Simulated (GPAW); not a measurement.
# Screening of a field by 1T-PtSe2 monolayer, part 2 of 3

Wanted: the out-of-plane polarisability of 1T-PtSe2 monolayer.

GPAW 26.7.0; GPAW, PAW setups; layer in a repeated cell with vacuum, relaxation of atoms and in-plane cell (the session's first sound run).

So far. Step 3 (Plane waves, PBE): The layer is gapped, so the Fermi level lies somewhere inside the gap, set by smearing and numerics, and these work functions are no property of the material; the band edges below the vacuum level are. The potential is flat to 1.7e-4 eV/Å where it is read, so the vacuum is wide enough. Step 4 (In a field): The dipole is now -0.0657 e Å, against -2.4e-4 in the run without a field.

**5. Field on**

Level of this step: GPAW, PAW setups; slab in vacuum (GPAW).

Input file run.py:

```python
import json
import numpy as np
from ase import Atoms
from gpaw import GPAW, PW
from gpaw.external import ConstantElectricField

slab = Atoms(
    ['Se', 'Pt', 'Se'],
    positions=[
        [1.87323, 1.08151, 7.00000],
        [-0.00000, -0.00000, 8.31148],
        [-0.00000, 2.16302, 9.62297]],
    cell=[[3.74646, 0.0, 0.0], [-1.87323, 3.24453, 0.0], [0.0, 0.0, 16.623]],
    pbc=[True, True, False])

slab.calc = GPAW(mode=PW(400), xc='PBE', kpts={'size': (9, 9, 1), 'gamma': True},
                 occupations={'name': 'fermi-dirac', 'width': 0.05}, nbands='160%',
                 convergence={'density': 1e-05}, maxiter=200,
                 poissonsolver={'dipolelayer': 'xy'},
                 external=ConstantElectricField(-0.1, [0, 0, 1]),
                 symmetry={'tolerance': 1e-3}, txt='slab.txt')
result = {}
energy = slab.get_potential_energy()
fermi = slab.calc.get_fermi_level()
v = slab.calc.get_electrostatic_potential().mean((0, 1)) - fermi
n = slab.calc.get_pseudo_density().mean((0, 1))
L = slab.cell[2, 2]
z = np.arange(len(v)) * L / len(v)
low, high = slab.positions[:, 2].min(), slab.positions[:, 2].max()
below, above = np.interp([low - 4.8, high + 4.8], z, v)
slopes = [np.interp(x, z, np.gradient(v, z)) for x in (low - 4.8, high + 4.8)]
eps = np.array([[slab.calc.get_eigenvalues(k, s) for k in range(len(slab.calc.get_ibz_k_points()))]
                for s in range(slab.calc.get_number_of_spins())]) - fermi
top, bottom = eps[eps < 0].max(), eps[eps > 0].min()
dipole = slab.get_dipole_moment()[2]
print(f'energy {energy:.4f} eV, Fermi level {fermi:.4f} eV, dipole {dipole:.5f} e A')
print(f'potential 4.8 A off the faces, from the Fermi level: lower {below:.4f} eV, upper {above:.4f} eV')
print(f'slope of the potential there: lower {slopes[0]:.5f}, upper {slopes[1]:.5f} eV/A')
print(f'nearest levels on the mesh: {top:.4f} and {bottom:.4f} eV')
print('magnetic moment', round(slab.get_magnetic_moment(), 3))
result.update(energy=energy, fermi=fermi, dipole=dipole, below=below, above=above, slopes=slopes, edges=[top, bottom],
              z=z.tolist(), v=v.tolist(), n=n.tolist(), positions=slab.positions.tolist(),
              forces=slab.get_forces(apply_constraint=False).tolist(), moments=slab.get_magnetic_moments().tolist())
json.dump(result, open('result.json', 'w'))
```

On the command line:

```sh
> OMP_NUM_THREADS=1 OPENBLAS_NUM_THREADS=1 python run.py
```

The log of the run:

```text
energy -14.5227 eV, Fermi level -1.1371 eV, dipole -0.03287 e A
potential 4.8 A off the faces, from the Fermi level: lower 4.7900 eV, upper 5.2795 eV
slope of the potential there: lower -0.00020, upper 0.00015 eV/A
nearest levels on the mesh: -0.6916 and 0.6631 eV
magnetic moment 0.0
```

The job ended after 79 s (1 thread of Arm Neoverse V2, shared host; peak memory 0.26 GiB).

Numbers from this step:

```
dipole along the normal                                         : -0.03287 e·Å
levels nearest the Fermi level on the mesh                      : -0.6916, 0.6631 eV from the Fermi level
potential below the slab, the applied field's own ramp left out : 4.790 eV from the Fermi level
potential above the slab, the applied field's own ramp left out : 5.279 eV from the Fermi level
```

The electrostatic potential energy of an electron (without an applied field's), less the Fermi level, planar mean by z:

```
z (Å)  electrostatic potential energy of an electron (without an applied field's), less the Fermi level, planar mean (eV)
  0.0                                                                                                                5.03
  0.5                                                                                                                4.79
  1.0                                                                                                                4.79
  1.5                                                                                                                4.79
  2.0                                                                                                                4.79
  2.5                                                                                                                4.79
  3.0                                                                                                                4.79
  3.5                                                                                                                4.79
  4.0                                                                                                                4.78
  4.5                                                                                                                4.76
  5.0                                                                                                                4.67
  5.5                                                                                                                4.27
  6.0                                                                                                                2.55
  6.5                                                                                                               -4.31
  7.0                                                                                                               -15.6
  7.5                                                                                                               -8.31
  8.0                                                                                                               -11.5
  8.5                                                                                                               -13.1
  9.0                                                                                                               -7.55
  9.5                                                                                                               -14.7
 10.0                                                                                                               -7.16
 10.5                                                                                                                2.00
 11.0                                                                                                                4.50
 11.5                                                                                                                5.09
 12.0                                                                                                                5.23
 12.5                                                                                                                5.27
 13.0                                                                                                                5.28
 13.5                                                                                                                5.28
 14.0                                                                                                                5.28
 14.5                                                                                                                5.28
 15.0                                                                                                                5.28
 15.5                                                                                                                5.28
 16.0                                                                                                                5.28
 16.5                                                                                                                5.12
```

The dipole is now -0.0329 e Å, against -2.4e-4 in the run without a field.

**6. Field on**

run.py, as its differences from that of step 5:

```diff
@@ -19,3 +19,3 @@
                  poissonsolver={'dipolelayer': 'xy'},
-                 external=ConstantElectricField(-0.1, [0, 0, 1]),
+                 external=ConstantElectricField(-0.05, [0, 0, 1]),
                  symmetry={'tolerance': 1e-3}, txt='slab.txt')
```

The log of the run:

```text
energy -14.5215 eV, Fermi level -1.1367 eV, dipole -0.01643 e A
potential 4.8 A off the faces, from the Fermi level: lower 4.9118 eV, upper 5.1565 eV
slope of the potential there: lower -0.00018, upper 0.00015 eV/A
nearest levels on the mesh: -0.6916 and 0.6632 eV
magnetic moment 0.0
```

Wall time 75 s (1 thread); peak memory 0.26 GiB.

**7. Field on**

run.py, as its differences from that of step 6:

```diff
@@ -19,3 +19,3 @@
                  poissonsolver={'dipolelayer': 'xy'},
-                 external=ConstantElectricField(-0.05, [0, 0, 1]),
+                 external=ConstantElectricField(0.05, [0, 0, 1]),
                  symmetry={'tolerance': 1e-3}, txt='slab.txt')
```

The log of the run:

```text
energy -14.5215 eV, Fermi level -1.1368 eV, dipole 0.01643 e A
potential 4.8 A off the faces, from the Fermi level: lower 5.1565 eV, upper 4.9118 eV
slope of the potential there: lower -0.00015, upper 0.00018 eV/A
nearest levels on the mesh: -0.6916 and 0.6632 eV
magnetic moment 0.0
```

The job ended after 75 s (1 thread; peak memory 0.26 GiB).

Electrostatic potential energy of an electron (without an applied field's), less the Fermi level, planar mean against z:

```
z (Å)  electrostatic potential energy of an electron (without an applied field's), less the Fermi level, planar mean (eV)
  0.0                                                                                                                5.03
  0.5                                                                                                                5.16
  1.0                                                                                                                5.16
  1.5                                                                                                                5.16
  2.0                                                                                                                5.16
  2.5                                                                                                                5.16
  3.0                                                                                                                5.16
  3.5                                                                                                                5.15
  4.0                                                                                                                5.15
  4.5                                                                                                                5.12
  5.0                                                                                                                5.03
  5.5                                                                                                                4.62
  6.0                                                                                                                2.86
  6.5                                                                                                               -4.05
  7.0                                                                                                               -15.4
  7.5                                                                                                               -8.19
  8.0                                                                                                               -11.4
  8.5                                                                                                               -13.2
  9.0                                                                                                               -7.66
  9.5                                                                                                               -14.8
 10.0                                                                                                               -7.40
 10.5                                                                                                                1.70
 11.0                                                                                                                4.16
 11.5                                                                                                                4.73
 12.0                                                                                                                4.87
 12.5                                                                                                                4.90
 13.0                                                                                                                4.91
 13.5                                                                                                                4.91
 14.0                                                                                                                4.91
 14.5                                                                                                                4.91
 15.0                                                                                                                4.91
 15.5                                                                                                                4.91
 16.0                                                                                                                4.91
 16.5                                                                                                                4.99
```

**8. In a field**

run.py, as its differences from that of step 7:

```diff
@@ -19,3 +19,3 @@
                  poissonsolver={'dipolelayer': 'xy'},
-                 external=ConstantElectricField(0.05, [0, 0, 1]),
+                 external=ConstantElectricField(0.1, [0, 0, 1]),
                  symmetry={'tolerance': 1e-3}, txt='slab.txt')
```

The log of the run:

```text
energy -14.5227 eV, Fermi level -1.1371 eV, dipole 0.03287 e A
potential 4.8 A off the faces, from the Fermi level: lower 5.2795 eV, upper 4.7900 eV
slope of the potential there: lower -0.00015, upper 0.00020 eV/A
nearest levels on the mesh: -0.6916 and 0.6631 eV
magnetic moment 0.0
```

Elapsed: 78 s, on 1 thread; peak memory 0.26 GiB.

The electrostatic potential energy of an electron (without an applied field's), less the Fermi level, planar mean by z:

```
z (Å)  electrostatic potential energy of an electron (without an applied field's), less the Fermi level, planar mean (eV)
  0.0                                                                                                                5.03
  0.5                                                                                                                5.28
  1.0                                                                                                                5.28
  1.5                                                                                                                5.28
  2.0                                                                                                                5.28
  2.5                                                                                                                5.28
  3.0                                                                                                                5.28
  3.5                                                                                                                5.28
  4.0                                                                                                                5.27
  4.5                                                                                                                5.25
  5.0                                                                                                                5.14
  5.5                                                                                                                4.73
  6.0                                                                                                                2.96
  6.5                                                                                                               -3.96
  7.0                                                                                                               -15.4
  7.5                                                                                                               -8.15
  8.0                                                                                                               -11.4
  8.5                                                                                                               -13.2
  9.0                                                                                                               -7.69
  9.5                                                                                                               -14.9
 10.0                                                                                                               -7.49
 10.5                                                                                                                1.60
 11.0                                                                                                                4.05
 11.5                                                                                                                4.62
 12.0                                                                                                                4.75
 12.5                                                                                                                4.78
 13.0                                                                                                                4.79
 13.5                                                                                                                4.79
 14.0                                                                                                                4.79
 14.5                                                                                                                4.79
 15.0                                                                                                                4.79
 15.5                                                                                                                4.79
 16.0                                                                                                                4.79
 16.5                                                                                                                4.95
```

The dipole is now 0.0329 e Å, against -2.4e-4 in the run without a field.

[end of part 2 of 3]

[Logs are printed without paths, hosts, clocks, repeated set-up lines and the standing remarks that a program may print on its own settings, such as how far it seeks lower states.]

[Hosts, paths, dates, database ids (printed as entryN), source tags and the programs' standing remarks are cut or masked in the printed files.]
